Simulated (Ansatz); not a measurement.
**Ga2O3 (C2/m): refractive index against wavelength**

The refractive index of Ga2O3 (C2/m) along x below the direct gap (2.46 eV on the mesh) is read from one computed spectrum, n = √(Re ε). x, y and z are the Cartesian axes of the input cell.

It takes space group C2/m (No. 12, monoclinic). The conventional cell has a = 12.214 Å, b = 3.037 Å, c = 5.798 Å, α = 90.00°, β = 103.83°, γ = 90.00°. Ga on site i has 6 O at 1.94 to 2.07 Å as nearest neighbours. Ga on site i has 4 O at 1.83 to 1.86 Å as nearest neighbours. O on site i is surrounded by 3 Ga at 1.83 to 1.94 Å. O on site i has 4 Ga at 1.86 to 2.07 Å as nearest neighbours. Around O on site i lie 3 Ga at 1.83 to 1.94 Å.

Method: Ansatz 0.2.0, PBE, independent particles, k-mesh 8×8×6 with interpolation inside its cells, Gaussian parameter 0.1 eV.

Launch of the response step: `ansatz run input.yaml --threads 4 --pin off --max-ram 8192MiB --backend cpu --events-out ev --progress --plain --runs-dir out`. The run took 2.9 min, on 4 threads of Arm Neoverse V1 (shared host).

```tsv
wavelength (nm)	photon energy E (eV)	n
3000	0.413	2.0240
2000	0.620	2.0271
1550	0.800	2.0308
1310	0.946	2.0347
1064	1.165	2.0420
850	1.459	?
```

In the single-oscillator model n² − 1 = E₀E_d/(E₀² − E²), so 1/(n² − 1) = E₀/E_d − E²/(E₀E_d) is linear in E².

Working, on the rows shown:

| x = E² (eV²) | y = 1/(n² − 1) |
| --- | --- |
| 0.170801 | 0.322937 |
| 0.384302 | 0.321633 |
| 0.639837 | 0.320087 |
| 0.895757 | 0.318471 |
| 1.35784 | 0.315481 |

Means: x̄ = 0.68971, ȳ = 0.31972. Σ(x − x̄)(y − ȳ) = -0.005362, Σ(x − x̄)² = 0.8539. Slope = -0.005362 / 0.8539 = -0.006279; intercept = ȳ − slope · x̄ = 0.32405. Turned back into n, the line misses the rows shown by at most 0.00013.

Problem. Predict the last column of the withheld row from the fit.

Solution. At x = 2.1276 the line gives y = 0.31069, that is 2.0539. The run gave 2.0550, so the extrapolation is off by 0.0011, 3 % of the range in the table.

Refitted with all rows, the slope is -0.006477 and the intercept 0.32417. These give E₀ = √(intercept/−slope) = 7.07 eV and E_d = E₀/intercept = 21.8 eV; E₀ is 2.9 times the direct gap. The electronic limit at long wavelengths, without lattice vibrations, is n = √(1 + 1/intercept) = 2.021. Excitons are left out and so are local fields; PBE gaps are as a rule too small. Spin-orbit coupling is left out.

[Logs are printed without paths, hosts, clocks, repeated set-up lines and the standing remarks that a program may print on its own settings, such as how far it seeks lower states.]
